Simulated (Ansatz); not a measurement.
# Changed inputs in constrained RPA: SrNbO3 (Pm-3m), part 2 of 2

What does U in SrNbO3 (Pm-3m) depend on besides the window?

Ansatz 0.2.0; constrained RPA on LDA, plane waves, PAW.

So far. Step 4 (Changed: 8×8×8 mesh): On the Nb t2g shell, screening brings the on-site interaction from 10.6 eV down to U = 2.93 eV. Step 6 (Changed: smooth pair densities): On the Nb t2g shell, screening brings the on-site interaction from 10.6 eV down to U = 2.94 eV.

## (8) Changed: volume +3 %

The cell differs from the one that the last finished run ended in (a 3.997 → 4.037 Å, b 3.997 → 4.037 Å, c 3.997 → 4.037 Å).

input.yaml

```yaml
crystal:
  lattice:
    - [0.0, -4.0365768313, 0.0]
    - [0.0, 0.0, 4.0365768313]
    - [-4.0365768313, 0.0, 0.0]
  atoms:
    - { symbol: Sr, position: [0.0, 0.0, 0.0] }
    - { symbol: Nb, position: [0.5, 0.5, 0.5] }
    - { symbol: O, position: [0.5, 0.5, 0.0] }
    - { symbol: O, position: [0.5, 0.0, 0.5] }
    - { symbol: O, position: [0.0, 0.5, 0.5] }
kpoints:
  mp_grid: { grid: [6, 6, 6] }
hamiltonian:
  xc: lda
scf:
  occupations: { method: gaussian, width: 0.08 }
  n_extra_bands: 19
  max_iter: 150
  lower_state_search: "off"
output:
  crpa:
    kmesh: [6, 6, 6]
    target_bands: [v1, c2]
    projections: [{ species: Nb, l: d, shell: 4, orbitals: [dxz, dyz, dxy] }]
  local_orbitals:
    kmesh: [6, 6, 6]
    orbitals: [{ species: Nb, l: d, shell: 4, orbitals: [dxz, dyz, dxy] }]
    window: { bands: [v1, c2] }
    seedname: lo
```

On the command line:

```console
ansatz run input.yaml --threads 8 --pin off --max-ram 18432MiB --backend cpu --events-out ev --progress --plain --runs-dir out
```

Numbers of over 12 decimals in the logs are rounded to 6 here.

The log of the run:

```text
[...]
Crystal: 5 atoms, lattice volume = 65.772 Å³
Basis set: ecut = 420 eV, 1309 PW (Γ)
Bands: 40, of which v1, the nominal top of the filled ones, is band 21 counted from 1 (20 counted from 0)
Symmetry: 48 space group operations
[...]
k-points: 20 of 216
[...]
k-point 19: bands = [... 17 lower, 9.5456, 9.5456, 9.5456, 15.8355, 15.8355, 15.8355, 16.0826, 16.0826, ... 15 higher]
[...]
χ-basis size per q: N_G = 208..251
[...]
Site 1, 4D, 3 of 5 d orbitals (Wannier functions 1, 2, 3; wannier90's mr 2, 3, 5):
      screened: U = 2.9546 eV, U' = 2.4061 eV, J = 0.2752 eV
      screened, to within: U = 3.8e-3 eV, U' = 3.8e-3 eV, J = 4.4e-4 eV
      bare: V = 10.7126 eV, V' = 9.9109 eV, J = 0.3807 eV
[...]
[key lines of the parts left out:]
SCF converged after 7 iterations
Free energy (F): -9559.989342 eV
Fermi energy:    13.072353 eV
```

Wall time 63 s (8 threads of Arm Neoverse V2, shared host); peak memory 0.83 GiB; 7.6 min of CPU time.

This step gave:

```
U                                                 : 2.955 eV
U prime (inter-orbital)                           : 2.406 eV
J                                                 : 0.2752 eV
bare V                                            : 10.71 eV
bare J                                            : 0.3807 eV
stated bound on U                                 : 0.003756 eV
U over bare V                                     : 0.2758
electrons in the window                           : 1.0000
head of the constrained inverse dielectric matrix : 0.2193
least eigenvalue of the projection's overlap      : 0.5199
target functions                                  : 3
bands in the sums                                 : 46
r.m.s. miss of the model bands                    : 0.01512 eV
width of the target bands                         : 3.917 eV
weight of the projected orbitals in the window    : 0.7159
```

On the Nb t2g shell, screening brings the on-site interaction from 10.7 eV down to U = 2.95 eV.

## (9) Changed: r2SCAN

This step: constrained RPA on r2SCAN, plane waves, PAW.

input.yaml, the sections that differ from step 8:

```yaml
crystal:
  lattice:
    - [0.0, -3.997, 0.0]
    - [0.0, 0.0, 3.997]
    - [-3.997, 0.0, 0.0]
  atoms:
    - { symbol: Sr, position: [0.0, 0.0, 0.0] }
    - { symbol: Nb, position: [0.5, 0.5, 0.5] }
    - { symbol: O, position: [0.5, 0.5, 0.0] }
    - { symbol: O, position: [0.5, 0.0, 0.5] }
    - { symbol: O, position: [0.0, 0.5, 0.5] }
hamiltonian:
  xc: r2scan
output:
  crpa:
    kmesh: [6, 6, 6]
    target_bands: [v1, c2]
    projections: [{ species: Nb, l: d, shell: 4, orbitals: [dxz, dyz, dxy] }]
# kpoints, scf: as in step 8
```

The log of the run:

```text
[...]
Crystal: 5 atoms, lattice volume = 63.856 Å³
Basis set: ecut = 500 eV, 1647 PW (Γ), exchange–correlation on 120×120×120 points (64 copies of the dense FFT grid, shifted against one another)
Bands: 40, of which v1, the nominal top of the filled ones, is band 21 counted from 1 (20 counted from 0)
Symmetry: 48 space group operations
[...]
k-points: 20 of 216
[...]
k-point 19: bands = [... 17 lower, 10.0002, 10.0002, 10.0002, 17.0115, 17.0115, 17.0115, 17.4187, 17.4187, ... 15 higher]
[...]
χ-basis size per q: N_G = 208..251
[...]
Site 1, 4D, 3 of 5 d orbitals (Wannier functions 1, 2, 3; wannier90's mr 2, 3, 5):
      screened: U = 3.3528 eV, U' = 2.7658 eV, J = 0.2973 eV
      screened, to within: U = 4.7e-3 eV, U' = 4.7e-3 eV, J = 5.2e-4 eV
      bare: V = 11.1219 eV, V' = 10.2871 eV, J = 0.4050 eV
[...]
[key lines of the parts left out:]
SCF converged after 7 iterations
Free energy (F): -9832.114168 eV
Fermi energy:    14.128588 eV
```

Run time: 1.7 min. Hardware: 8 threads; peak memory 0.99 GiB; 13 min of CPU time.

Numbers from this step:

* U: 3.353 eV
* U prime (inter-orbital): 2.766 eV
* J: 0.2973 eV
* bare V: 11.12 eV
* bare J: 0.4050 eV
* stated bound on U: 0.004677 eV
* U over bare V: 0.3015
* electrons in the window: 1.000
* head of the constrained inverse dielectric matrix: 0.2459
* least eigenvalue of the projection's overlap: 0.5197
* target functions: 3
* bands in the sums: 46
* width of the target bands: 4.067 eV
* weight of the projected orbitals in the window: 0.7292

On the Nb t2g shell, screening brings the on-site interaction from 11.1 eV down to U = 3.35 eV.

## (10) Changed: potentials

This step: constrained RPA on LDA, plane waves, norm-conserving pseudopotentials.

Edit input.yaml of step 9 so:

```diff
@@ -14,3 +14,4 @@
 hamiltonian:
-  xc: r2scan
+  xc: lda
+  pseudopotentials: { kind: nc }
 scf:
```

The log of the run:

```text
[...]
Crystal: 5 atoms, lattice volume = 63.856 Å³
Basis set: ecut = 1142.878222 eV, 5575 PW (Γ)
Bands: 40, of which v1, the nominal top of the filled ones, is band 21 counted from 1 (20 counted from 0)
Symmetry: 48 space group operations
[...]
k-points: 20 of 216
[...]
k-point 19: bands = [... 17 lower, 10.0600, 10.0600, 10.0600, 16.5985, 16.5985, 16.5985, 16.7333, 16.7333, ... 15 higher]
[...]
χ-basis size per q: N_G = 208..251
[...]
Site 1, 4D, 3 of 5 d orbitals (Wannier functions 1, 2, 3; wannier90's mr 2, 3, 5):
      screened: U = 2.9461 eV, U' = 2.4082 eV, J = 0.2717 eV
      screened, to within: U = 4.2e-3 eV, U' = 4.2e-3 eV, J = 6.5e-4 eV
      bare: V = 10.6272 eV, V' = 9.8391 eV, J = 0.3762 eV
[...]
[key lines of the parts left out:]
SCF converged after 8 iterations
Free energy (F): -3985.078665 eV
Fermi energy:    13.689705 eV
```

It took 4.4 min on 8 threads; peak memory 2.1 GiB.

Numbers from this step:

| Property | Result |
| --- | --- |
| U | 2.946 eV |
| U prime (inter-orbital) | 2.408 eV |
| J | 0.2717 eV |
| bare V | 10.63 eV |
| bare J | 0.3762 eV |
| stated bound on U | 0.004118 eV |
| U over bare V | 0.2772 |
| electrons in the window | 1.0000 |
| head of the constrained inverse dielectric matrix | 0.2201 |
| least eigenvalue of the projection's overlap | 0.5014 |
| target functions | 3 |
| bands in the sums | 46 |
| width of the target bands | 4.113 eV |
| weight of the projected orbitals in the window | 0.7093 |

On the Nb t2g shell, screening brings the on-site interaction from 10.6 eV down to U = 2.95 eV.

## (11) Changed: volume +6 %

This step: constrained RPA on LDA, plane waves, PAW.

The cell differs from the one that the last finished run ended in (a 3.997 → 4.075 Å, b 3.997 → 4.075 Å, c 3.997 → 4.075 Å).

Edit input.yaml of step 10 so:

```diff
@@ -2,5 +2,5 @@
   lattice:
-    - [0.0, -3.997, 0.0]
-    - [0.0, 0.0, 3.997]
-    - [-3.997, 0.0, 0.0]
+    - [0.0, -4.0753924512, 0.0]
+    - [0.0, 0.0, 4.0753924512]
+    - [-4.0753924512, 0.0, 0.0]
   atoms:
@@ -15,3 +15,2 @@
   xc: lda
-  pseudopotentials: { kind: nc }
 scf:
@@ -26 +25,6 @@
     projections: [{ species: Nb, l: d, shell: 4, orbitals: [dxz, dyz, dxy] }]
+  local_orbitals:
+    kmesh: [6, 6, 6]
+    orbitals: [{ species: Nb, l: d, shell: 4, orbitals: [dxz, dyz, dxy] }]
+    window: { bands: [v1, c2] }
+    seedname: lo
```

The log of the run:

```text
[...]
Crystal: 5 atoms, lattice volume = 67.687 Å³
Basis set: ecut = 420 eV, 1357 PW (Γ)
Bands: 40, of which v1, the nominal top of the filled ones, is band 21 counted from 1 (20 counted from 0)
Symmetry: 48 space group operations
[...]
k-points: 20 of 216
[...]
k-point 19: bands = [... 17 lower, 9.1580, 9.1580, 9.1580, 15.2158, 15.2158, 15.2158, 15.5862, 15.5862, ... 15 higher]
[...]
χ-basis size per q: N_G = 232..280
[...]
Site 1, 4D, 3 of 5 d orbitals (Wannier functions 1, 2, 3; wannier90's mr 2, 3, 5):
      screened: U = 2.9697 eV, U' = 2.4116 eV, J = 0.2788 eV
      screened, to within: U = 3.8e-3 eV, U' = 3.8e-3 eV, J = 4.4e-4 eV
      bare: V = 10.8069 eV, V' = 9.9921 eV, J = 0.3856 eV
[...]
[key lines of the parts left out:]
SCF converged after 7 iterations
Free energy (F): -9559.875356 eV
Fermi energy:    12.588107 eV
```

The job ended after 77 s (8 threads; peak memory 0.83 GiB).

This step gave:

```yaml
u: 2.970 eV
u_prime_inter_orbital: 2.412 eV
j: 0.2788 eV
bare_v: 10.81 eV
bare_j: 0.3856 eV
stated_bound_on_u: 0.003800 eV
u_over_bare_v: 0.2748
electrons_in_the_window: 1.0000
head_of_the_constrained_inverse_dielectric_matrix: 0.2191
least_eigenvalue_of_the_projection_s_overlap: 0.5395
target_functions: 3
bands_in_the_sums: 46
r_m_s_miss_of_the_model_bands: 0.01125 eV
width_of_the_target_bands: 3.735 eV
weight_of_the_projected_orbitals_in_the_window: 0.7226
```

On the Nb t2g shell, screening brings the on-site interaction from 10.8 eV down to U = 2.97 eV.

## (12) Side by side

Times are wall times on 8 threads of Arm Neoverse V2, shared host, good to a factor of about two.

```tsv
run	bare V (eV)	U (eV)	J (eV)	bound on U (eV)	width (eV)	time
target window	10.61	2.932	0.271	0.0037	4.11	61 s
4×4×4 mesh	10.73	2.947	0.274	0.0036	4.11	12 s
8×8×8 mesh	10.57	2.930	0.270	0.0037	4.11	4.2 min
smooth pair densities	10.61	2.938	0.274	0.0025	4.11	57 s
volume +3 %	10.71	2.955	0.275	0.0038	3.92	63 s
r2SCAN	11.12	3.353	0.297	0.0047	4.07	1.7 min
potentials	10.63	2.946	0.272	0.0041	4.11	4.4 min
volume +6 %	10.81	2.970	0.279	0.0038	3.74	77 s
```

## (13) Outcome

| Property | Result |
| --- | --- |
| target window | U 2.93 eV, J 0.27 eV |
| 4×4×4 mesh | U 2.95 eV, J 0.27 eV |
| 8×8×8 mesh | U 2.93 eV, J 0.27 eV |
| smooth pair densities | U 2.94 eV, J 0.27 eV |
| volume +3 % | U 2.95 eV, J 0.28 eV |
| r2SCAN | U 3.35 eV, J 0.30 eV |
| potentials | U 2.95 eV, J 0.27 eV |
| volume +6 % | U 2.97 eV, J 0.28 eV |

In words: 4×4×4 mesh moves U by +0.01 eV at 0.20 times the time. 8×8×8 mesh moves U by −0.002 eV (within the solver's bounds, for the mean over orbitals) at 4.1 times the time. Smooth pair densities moves U by +0.01 eV (within the solver's bounds, for the mean over orbitals). Volume +3 % moves U by +0.02 eV. r2SCAN moves U by +0.42 eV. Potentials moves U by +0.01 eV at 4.3 times the time. Volume +6 % moves U by +0.04 eV. The printed bound covers the solver alone, not the mesh. The parent state is non-magnetic and the interaction static (zero frequency); U depends on the window and the orbitals, so it belongs to this model alone.

[Paths, hosts, dates, memory and timing lines, banners, echoed tables and standing remarks are left out of the program output.]

[Logs are printed without paths, hosts, clocks, repeated set-up lines and the standing remarks that a program may print on its own settings, such as how far it seeks lower states.]

[Runs of the session that timed out or met a known fault of the program may be left out.]

[Hosts, paths, dates, database ids (printed as entryN), source tags and the programs' standing remarks are cut or masked in the printed files.]
